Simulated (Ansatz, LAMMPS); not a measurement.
# What went wrong? glassy 58SiO2-23Al2O3-8K2O-8MgO-4Sc2O3 (mol %) (90 atoms)

Program: Ansatz 0.2.0. The cell: 15 Si, 12 Al, 4 K, 2 Mg, 2 Sc and 55 O.

input.yaml reads:

```yaml
crystal:
  lattice:
    - [10.39302, 0.0, 0.0]
    - [0.0, 10.39302, 0.0]
    - [0.0, 0.0, 10.39302]
  atoms:
    - { symbol: Si, position: [0.02858, 0.50235, 0.41234] }
    - { symbol: Si, position: [0.2229, 0.01188, 0.56147] }
    - { symbol: Si, position: [0.39814, 0.38627, 0.63223] }
    - { symbol: Si, position: [0.83478, 0.76579, 0.63056] }
    - { symbol: Si, position: [0.992, 0.11286, 0.72692] }
    - { symbol: Si, position: [0.2362, 0.70901, 0.50855] }
    - { symbol: Si, position: [0.60303, 0.37482, 0.13068] }
    - { symbol: Si, position: [0.76849, 0.80388, 0.90939] }
    - { symbol: Si, position: [0.22584, 0.39374, 0.20485] }
    - { symbol: Si, position: [0.17628, 0.01236, 0.19592] }
    - { symbol: Si, position: [0.7561, 0.02723, 0.56554] }
    - { symbol: Si, position: [0.60489, 0.72318, 0.2556] }
    - { symbol: Si, position: [0.84013, 0.24714, 0.038] }
    - { symbol: Si, position: [0.37875, 0.69836, 0.04438] }
    - { symbol: Si, position: [0.51451, 0.94657, 0.98554] }
    - { symbol: Al, position: [0.4749, 0.99371, 0.26984] }
    - { symbol: Al, position: [0.04229, 0.47682, 0.98954] }
    - { symbol: Al, position: [0.4092, 0.65601, 0.74376] }
    [... 66 atom lines left out ...]
    - { symbol: O, position: [0.23941, 0.67629, 0.66908] }
    - { symbol: O, position: [0.75151, 0.22871, 0.91466] }
    - { symbol: O, position: [0.76977, 0.82224, 0.75773] }
    - { symbol: O, position: [0.91806, 0.37588, 0.02229] }
    - { symbol: O, position: [0.07824, 0.07112, 0.59388] }
    - { symbol: O, position: [0.52327, 0.32575, 0.0151] }
kpoints:
  mp_grid: { grid: [0, 1, 1] }
hamiltonian:
  xc: pbe
scf:
  occupations: { method: fixed }
  max_iter: 50
output:
  forces: true
```

Run with:

```console
$ ansatz run input.yaml --threads 4 --pin off --max-ram 8192MiB --backend cpu --events-out ev --progress --plain --runs-dir out
```

What it wrote:

```text
Error: invalid value for `kpoints.mp_grid.grid`: each dimension must be in 1..=255
```

It took 0.06 s on 4 threads of Arm Neoverse V2, shared host; peak memory 0.082 GiB.

Q: Name the fault and the fix.

A zero in the k-mesh: kpoints.mp_grid.grid = [0, 1, 1].

The fix is to set kpoints.mp_grid.grid back to [1, 1, 1].

The program refused it before any cycle.

[Logs are printed without paths, hosts, clocks, repeated set-up lines and the standing remarks that a program may print on its own settings, such as how far it seeks lower states.]

[Hosts, paths, dates, database ids (printed as entryN), source tags and the programs' standing remarks are cut or masked in the printed files.]
